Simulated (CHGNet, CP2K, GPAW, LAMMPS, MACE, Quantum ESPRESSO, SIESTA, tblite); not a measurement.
**A faulty CP2K run on glassy 67P2O5-20BaO-13Al2O3 (mol %) (86 atoms)**

Program: CP2K 2026.2, a calculation on a cell of 20 P, 3 Ba, 4 Al and 59 O, 14.3 Å³ an atom.

The input, input.inp:

```
&GLOBAL
  PROJECT cell
  RUN_TYPE ENERGY_FORCE
  PRINT_LEVEL LOW
&END GLOBAL
&FORCE_EVAL
  METHOD QS
  STRESS_TENSOR ANALYTICAL
  &DFT
    BASIS_SET_FILE_NAME BASIS_MOLOPT
    POTENTIAL_FILE_NAME GTH_POTENTIALS
    &MGRID
      CUTOFF 600
      REL_CUTOFF 50
      NGRIDS 5
    &END MGRID
    &QS
      EPS_DEFAULT 1.0E-04
    &END QS
    &SCF
      SCF_GUESS ATOMIC
      EPS_SCF 1.0E-06
      MAX_SCF 25
      ADDED_MOS 14
      &DIAGONALIZATION
        ALGORITHM STANDARD
      &END DIAGONALIZATION
      &SMEAR ON
        METHOD FERMI_DIRAC
        ELECTRONIC_TEMPERATURE [K] 580
      &END SMEAR
      &MIXING
        METHOD BROYDEN_MIXING
        ALPHA 0.3
        NBROYDEN 8
      &END MIXING
      &PRINT
        &RESTART OFF
        &END RESTART
      &END PRINT
    &END SCF
    &XC
      &XC_FUNCTIONAL PBE
      &END XC_FUNCTIONAL
    &END XC
    &PRINT
      &MULLIKEN ON
      &END MULLIKEN
      &HIRSHFELD ON
        SHAPE_FUNCTION DENSITY
      &END HIRSHFELD
      &MO ON
        EIGENVALUES T
        OCCUPATION_NUMBERS T
        MO_INDEX_RANGE 237 260
        &EACH
          QS_SCF 0
        &END EACH
        ADD_LAST NUMERIC
      &END MO
    &END PRINT
  &END DFT
  &SUBSYS
    &CELL
      A 10.71682 0.00000 0.00000
      B 0.00000 10.71682 0.00000
      C 0.00000 0.00000 10.71682
    &END CELL
    &TOPOLOGY
      COORD_FILE_NAME structure.xyz
      COORD_FILE_FORMAT XYZ
    &END TOPOLOGY
    &KIND P
      BASIS_SET DZVP-MOLOPT-SR-GTH-q5
      POTENTIAL GTH-PBE-q5
    &END KIND
    &KIND Ba
      BASIS_SET DZVP-MOLOPT-SR-GTH-q10
      POTENTIAL GTH-PBE-q10
    &END KIND
    &KIND Al
      BASIS_SET DZVP-MOLOPT-SR-GTH-q3
      POTENTIAL GTH-PBE-q3
    &END KIND
    &KIND O
      BASIS_SET DZVP-MOLOPT-SR-GTH-q6
      POTENTIAL GTH-PBE-q6
    &END KIND
  &END SUBSYS
  &PRINT
    &FORCES ON
    &END FORCES
    &STRESS_TENSOR ON
    &END STRESS_TENSOR
  &END PRINT
&END FORCE_EVAL
```

The input, structure.xyz:

```xyz
86

P 7.74837 6.59395 2.23446
P 7.61334 3.18182 4.48874
P 3.48811 6.04525 4.15148
P 2.55339 2.18934 6.62353
P 7.63702 2.74651 1.44913
P 2.08196 5.86060 8.12260
P 10.55071 1.90513 8.11510
P 4.53514 3.13864 4.35832
P 6.90228 0.22977 8.61182
P 10.43036 9.06514 4.40365
[... 72 atom lines left out ...]
O 5.75718 9.23158 4.94721
O 1.36832 7.25518 8.19890
O 9.63796 3.07401 7.97728
O 8.25763 6.42323 3.69612
```

On the command line:

```console
OMP_NUM_THREADS=1 mpirun -np 4 cp2k.psmp -i input.inp > output.txt
```

Numbers of over 12 decimals in the logs are rounded to 6 here.

The program printed:

```text
CP2K| version string:                                       CP2K version 2026.2
 CP2K| Input file name                                                 input.inp
 GLOBAL| Basis set file name                                        BASIS_MOLOPT
 GLOBAL| Potential file name                                      GTH_POTENTIALS
 GLOBAL| Run type                                                   ENERGY_FORCE
 GLOBAL| Total number of message passing processes                             4
 GLOBAL| Number of threads for this process                                    1
 TOTAL NUMBERS AND MAXIMUM NUMBERS
  Total number of            - Atomic kinds:                                   4
                             - Atoms:                                         86
                             - Shell sets:                                    86
                             - Shells:                                       433
                             - Primitive Cartesian functions:                409
                             - Cartesian basis functions:                   1207
[... lines left out ...]
                        Smear method:                                FERMI_DIRAC
[... lines left out ...]
 Number of electrons:                                                        496
[... lines left out ...]
  Step     Update method      Time    Convergence         Total energy    Change
[... lines left out ...]
  *** SCF run converged in    18 steps ***
[... lines left out ...]
  Fermi energy:                                                 0.175567
  Total energy:                                             -1164.962088
  Total energy (extrapolated to T->0):                      -1164.962078
[... lines left out ...]
 MO| E(Fermi):            0.175567 a.u.          4.777411 eV
 !-----------------------------------------------------------------------------!
                     Mulliken Population Analysis
 #  Atom  Element  Kind  Atomic population                           Net charge
       1     P        1          4.415904                              0.584096
       2     P        1          4.331099                              0.668901
       3     P        1          4.310362                              0.689638
[...]
85     O        4          6.498171                             -0.498171
      86     O        4          6.276287                             -0.276287
 # Total charge                            496.000000                  0.000000
 !-----------------------------------------------------------------------------!
 !-----------------------------------------------------------------------------!
                           Hirshfeld Charges
  #Atom  Element  Kind  Ref Charge     Population                    Net charge
      1       P      1       5.000          4.543                         0.457
      2       P      1       5.000          4.487                         0.513
      3       P      1       5.000          4.498                         0.502
[...]
85       O      4       6.000          6.370                        -0.370
     86       O      4       6.000          6.197                        -0.197
  Total Charge                                                           -2.550
 !-----------------------------------------------------------------------------!
 ENERGY| Total FORCE_EVAL ( QS ) energy [hartree]          -1164.962082
 FORCES| Atomic forces [hartree/bohr]
 FORCES|   Atom     x               y               z               |f|
 FORCES|      1 -4.80911201E-02  2.00936860E-02  1.05592602E-03   5.21308645E-02
 FORCES|      2  2.66244962E-02  3.20564694E-02 -1.00628825E-02   4.28689005E-02
 FORCES|      3 -8.00939711E-02  6.72052909E-03 -3.36735551E-02   8.71442370E-02
[...]
FORCES|     85 -5.44924131E-04  2.65859922E-02  9.65777584E-04   2.66091084E-02
 FORCES|     86  1.02850824E-02 -1.47937861E-02  2.77627579E-02   3.30969750E-02
 FORCES| Sum    -7.53066585E-03 -2.38239143E-03 -2.99524750E-03
 FORCES| Total atomic force                                       8.44737976E-03
 STRESS| Analytical stress tensor [bar]
 STRESS|                        x                   y                   z
 STRESS|      x       -4.53139827023E+04  -3.28352099133E+01   6.80964314238E+03
 STRESS|      y       -3.28352099133E+01  -2.47855895225E+04  -4.49158241623E+03
 STRESS|      z        6.80964314238E+03  -4.49158241623E+03  -6.70032613262E+04
 STRESS| 1/3 Trace                                            -4.57009445170E+04
```

The job ended after 32 s (4 MPI ranks of Arm Neoverse V1, shared host; peak memory 3.8 GiB; 2.1 min of CPU time).

Banners, paths, timers and routine set-up lines are dropped from the logs unmarked, and long logs keep their key lines alone; longer cuts are marked.

Against a plane-wave PBE reference and this program's sound run:

- r.m.s. difference of force components: 269.6 meV/Å
- longest difference of force vectors: 1232 meV/Å
- force difference over r.m.s. force: 21.8 %
- slope of forces against the reference's: 1.101
- energy less the same-level run's: -67.67 meV/atom
- r.m.s. force difference from the same-level run: 197.6 meV/Å

**Question.** What is wrong with this input?

Integrals screened far too loosely: EPS_DEFAULT 0.0001.

The run converged all the same, so the exit status doesn't show the fault.

[Also dropped from logs without a mark: logging warnings of Python, and SIESTA's first energy breakdown and zero terms.]

[Logs are printed without paths, hosts, clocks, repeated set-up lines and the standing remarks that a program may print on its own settings, such as how far it seeks lower states.]

[Hosts, paths, dates, database ids (printed as entryN), source tags and the programs' standing remarks are cut or masked in the printed files.]
